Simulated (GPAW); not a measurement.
# SnSe2: optical spectrum from first principles, part 2 of 2

Wanted: where SnSe2 starts to absorb, how strongly, and its refractive index.

GPAW 26.7.0; DFT, LDA, plane-wave PAW (GPAW data sets), scalar-relativistic, RPA, optical limit.

So far. Step 2 (Ground state): There is a gap, 0.64 eV on this mesh (points off the mesh can give less), so no carriers' term is needed.

## (4) Dielectric function, RPA

Local fields let the induced charge screen the field inside the cell, which as a rule lowers ε, most along directions where the density is uneven.

This step: DFT, LDA, plane-wave PAW (GPAW data sets), scalar-relativistic, RPA, optical limit (GPAW 26.7.0).

df.py reads:

```python
from gpaw.response.df import DielectricFunction

df = DielectricFunction('full.gpw', frequencies={'type': 'nonlinear', 'domega0': 0.03, 'omega2': 8},
                        ecut=80,
                        eta=0.1,
                        nbands=51,
                        txt='df.txt')
for direction in ['x', 'z']:
    df.get_dielectric_function(xc='RPA', direction=direction, filename=f'df_{direction}.csv')
```

Command:

```console
$ OMP_NUM_THREADS=1 python df.py
```

Numbers of over 12 decimals in the logs are rounded to 6 here.

What it wrote:

```text
Using integrator: PointIntegrator
NonLinearFrequencyDescriptor(from 0.000 to 54.352 eV, 476 points)
Nonperiodic BCs:  [False False False]
Using integrator: PointIntegrator
NonLinearFrequencyDescriptor(from 0.000 to 54.352 eV, 476 points)
Nonperiodic BCs:  [False False False]

Calculating chi0 body with:
    Ground state adapter containing:
    Number of spins: 1
    Number of kpoints: 1728
    Number of irreducible kpoints: 193
    Number of completely occupied states: 13
    Number of partially occupied states: 13

    Linear response parametrization:
    q_c: [0.0, 0.0, 0.0]
    Number of frequency points: 476
    Planewave cutoff: 80.0
    Number of bands: 51
    Number of planewaves: 135
    Broadening (eta): 0.1

Integrating chi0 body.

Symmetries of q_c:
    Direct symmetries (Uq -> q): 12
    Indirect symmetries (TUq -> q): 0
In total 12 allowed symmetries.

193 groups of equivalent kpoints. 88.831019% reduction.

Integral kind: spectral function

Calculating chi0 optical extensions with:
    Ground state adapter containing:
    Number of spins: 1
    Number of kpoints: 1728
    Number of irreducible kpoints: 193
    Number of completely occupied states: 13
    Number of partially occupied states: 13

    Linear response parametrization:
    Number of frequency points: 476
    Planewave cutoff: 80.0
    Number of bands: 51
    Number of planewaves: 135
    Broadening (eta): 0.1
Integrating chi0 head and wings.

Symmetries of q_c:
    Direct symmetries (Uq -> q): 12
    Indirect symmetries (TUq -> q): 0
In total 12 allowed symmetries.

193 groups of equivalent kpoints. 88.831019% reduction.

Integral kind: spectral function wings
```

The job ended after 56 s (1 thread of Arm Neoverse V1, shared host; peak memory 0.65 GiB).

Read-outs, printed or worked out from the files:

```
electronic dielectric constant ε∞, mean over x, y and z (by symmetry where fewer were run) : 10.68
centre of weight of the strongest loss peak in the window                                  : 17.41 eV
```

The Im ε has structure finer than the step of the table below, so its rows give means over 0.5 eV, whole bins alone (the curve runs from 0 to 28.9 eV). Peaks (eV: height): E ∥ x 4.11: 16.9, 4.84: 15.7; E ∥ z 1.52: 11.1, 5.22: 6.83, 8.96: 6.08.

Sum at mesh points, not converged in k; values under the direct gap are tails of Lorentzian lines. The Im ε by photon energy; means over each step:

```
photon energy (eV)  E ∥ x  E ∥ z
               0.5  0.154  0.281
               1.0  0.929   1.38
               1.5   3.92   8.18
               2.0   5.79   8.33
               2.5   6.09   4.55
               3.0   8.42   2.21
               3.5   12.7   1.63
               4.0   14.4   2.48
               4.5   12.6   3.75
               5.0   13.1   6.30
               5.5   9.10   5.99
               6.0   8.08   5.40
               6.5   6.33   4.73
               7.0   4.68   4.56
               7.5   2.88   4.12
               8.0   2.83   3.26
               8.5   3.49   4.32
               9.0   3.02   5.83
               9.5   2.40   5.21
              10.0   2.18   4.73
              10.5   1.71   4.17
              11.0   1.53   3.58
              11.5   1.28   2.92
              12.0   1.03   2.08
              12.5  0.974   1.52
              13.0  0.846   1.25
              13.5  0.773   1.01
              14.0  0.824  0.930
              14.5  0.787  0.857
              15.0  0.652  0.762
              15.5  0.555  0.646
              16.0  0.494  0.567
              16.5  0.398  0.496
              17.0  0.354  0.479
              17.5  0.322  0.403
              18.0  0.315  0.377
              18.5  0.293  0.317
              19.0  0.334  0.287
              19.5  0.301  0.260
              20.0  0.276  0.241
              20.5  0.256  0.226
              21.0  0.273  0.215
              21.5  0.234  0.191
              22.0  0.231  0.187
              22.5  0.226  0.192
              23.0  0.209  0.185
              23.5  0.185  0.196
              24.0  0.197  0.200
              24.5  0.214  0.227
              25.0  0.228  0.273
              25.5  0.252  0.297
              26.0  0.274  0.283
              26.5  0.305  0.322
              27.0  0.302  0.326
              27.5  0.273  0.298
              28.0  0.228  0.275
              28.5  0.165  0.184
```

Sum at mesh points, not converged in k. Reflectivity at normal incidence against photon energy; read off at these points:

```
photon energy (eV)  E ∥ x (%)  E ∥ z (%)
              0.00       29.4       25.6
              0.50       30.0       26.6
              1.00       32.3       28.7
              1.50       34.5       39.1
              2.00       32.8       33.7
              2.50       33.4       22.9
              3.00       37.1       11.9
              3.50       41.2       14.3
              4.00       43.7       20.8
              4.16       47.1       20.7
              4.50       40.3       22.9
              4.93       50.5       27.0
              5.00       50.0       27.4
              5.50       44.8       26.2
              6.00       48.1       26.4
              6.50       48.1       23.5
              7.00       50.9       22.9
              7.38       54.9       25.6
              7.50       52.8       23.9
              8.00       35.3       18.1
              8.50       36.1       20.8
              9.00       37.9       30.0
              9.35       44.3       32.2
              9.50       43.1       32.8
             10.00       41.8       33.1
             10.31       43.8       34.5
             10.50       42.3       36.3
             11.00       40.3       34.6
             11.50       42.2       41.8
             12.00       40.4       46.0
             12.26       35.6       46.9
             12.50       38.6       45.9
             13.00       34.5       44.4
             13.50       31.7       43.8
             14.00       25.3       36.1
             14.50       29.7       37.3
             15.00       31.4       35.4
             15.50       28.5       33.5
             16.00       27.7       34.5
             16.50       26.6       28.2
             17.00       22.1       26.2
             17.50       16.3       24.5
             18.00       13.8       22.0
             18.50       10.2       18.8
             19.00       8.43       15.2
             19.50       8.91       12.6
             20.00       7.37       9.75
             20.50       5.61       7.59
             21.00       5.73       6.35
             21.50       4.73       5.47
             22.00       4.06       3.90
             22.50       3.69       3.27
             23.00       3.35       2.86
             23.50       2.60       2.20
             24.00       2.02       1.86
             24.50       1.93       1.66
             25.00       1.72       1.70
             25.50       1.70       2.08
             26.00       1.74       1.92
             26.50       2.11       2.09
             27.00       2.45       2.61
             27.50       2.75       2.66
             28.00       2.76       3.27
             28.50       2.28       2.78
```

Sum at mesh points, not converged in k; values under the direct gap are tails of Lorentzian lines. Loss function −Im 1/ε at q → 0 against energy loss; read off at these points:

```
energy loss (eV)    E ∥ x    E ∥ z
             0.0        0        0
             1.0  0.00381  0.00971
             2.0   0.0316   0.0874
             3.0   0.0307    0.147
             4.0   0.0503   0.0588
             5.0   0.0765   0.0923
             6.0    0.109    0.162
             7.0    0.143    0.190
             8.0    0.311    0.231
             9.0    0.269    0.160
            10.0    0.304    0.204
            11.0    0.422    0.257
            12.0    0.605    0.282
            13.0    0.839    0.425
            14.0     1.11    0.750
            15.0     1.22    0.903
            16.0     1.89     1.33
            17.0     2.79     1.94
            17.3     2.99     2.28
            18.0     2.44     2.60
            18.4     2.11     3.00
            19.0     1.65     2.73
            20.0     1.49     1.88
            21.0     1.21     1.21
            22.0    0.868    0.760
            23.0    0.726    0.597
            24.0    0.501    0.478
            25.0    0.503    0.542
            26.0    0.547    0.581
            27.0    0.686    0.723
            28.0    0.668    0.809
```

The Im ε, E ∥ x has structure finer than the step of the table below, so its rows give means over 1 eV, whole bins alone (the curve runs from 0 to 28.9 eV). Peaks (eV: height): without local fields 3.4: 17.3, 4.1: 20.4, 4.8: 18.5; with local fields 4.1: 16.9, 4.8: 15.7.

Sum at mesh points, not converged in k; values under the direct gap are tails of Lorentzian lines. Table of Im ε, E ∥ x by photon energy; means over each step:

```
photon energy (eV)  without local fields  with local fields
                 1                  1.33               1.28
                 2                  6.13               5.58
                 3                  11.4               9.03
                 4                  16.3               13.4
                 5                  14.0               12.1
                 6                  7.66               7.91
                 7                  4.08               4.65
                 8                  3.76               2.94
                 9                  3.52               3.01
                10                  2.23               2.09
                11                  1.58               1.52
                12                  1.13               1.08
                13                 0.956              0.848
                14                 0.815              0.808
                15                 0.520              0.653
                16                 0.397              0.487
                17                 0.329              0.352
                18                 0.284              0.311
                19                 0.230              0.320
                20                 0.192              0.272
                21                 0.174              0.261
                22                 0.152              0.231
                23                 0.137              0.207
                24                 0.123              0.198
                25                 0.166              0.229
                26                 0.270              0.277
                27                 0.247              0.299
                28                 0.135              0.224
```

From ε follow the optical constants at some laser and lamp lines:

```
wavelength (nm)   n x    k x  R (%) x   1/α x   n z    k z  R (%) z  1/α z
            800  3.77  0.555     34.6  115 nm  3.45  1.581     38.1  40 nm
            633  3.49  0.762     32.7   66 nm  2.79  1.560     33.6  32 nm
            532  3.48  0.858     33.1   49 nm  2.01  1.562     30.1  27 nm
            365  3.71  1.818     41.8   16 nm  2.08  0.416     13.9  70 nm
            308  3.58  2.195     44.5   11 nm  2.54  0.556     20.9  44 nm
            248  2.32  2.744     50.0  7.2 nm  2.60  1.168     27.4  17 nm
            193  1.44  2.257     47.8  6.8 nm  1.88  1.262     23.9  12 nm
```

Below the direct gap, k and the depth come from the tails of the Lorentzian lines, not from transitions.

Rows near the edge hang on the gap, which this functional as a rule makes too small, and phonon-assisted absorption is left out.

## (5) Outcome

* electronic dielectric constant ε∞, mean over x, y and z (by symmetry where fewer were run) (RPA): 10.7
* centre of weight of the strongest loss peak in the window, first axis: 17.4 eV

**Reading.** At this level (LDA, RPA) SnSe2 has a mean ε∞ = 10.7 and n = 3.52 at 1550 nm (E ∥ x). On the mesh the gap is 0.58 eV and the least direct gap 0.88 eV, so on this mesh the band edges lie at different points. Local fields change the static value along x from 12.79 to 11.38 (-11 %). The static values by axis are 11.38 (x), 9.29 (z). Excitons and phonon-assisted transitions are missing; LDA gaps are as a rule too small, which pulls the onset down and ε∞ up. Spin-orbit coupling is left out although heavy atoms are present. The curves end at 29 eV, about where the summed bands run out. The sum runs over mesh points 0.16 Å⁻¹ apart with no interpolation, so peaks are partly noise of the mesh; over so small a direct gap single mesh points weigh heavily, so ε∞, n and their changes from run to run can be far off.

[Machine, clock and banner lines and Python warnings are left out of the logs.]

[Logs are printed without paths, hosts, clocks, repeated set-up lines and the standing remarks that a program may print on its own settings, such as how far it seeks lower states.]

[Hosts, paths, dates, database ids (printed as entryN), source tags and the programs' standing remarks are cut or masked in the printed files.]
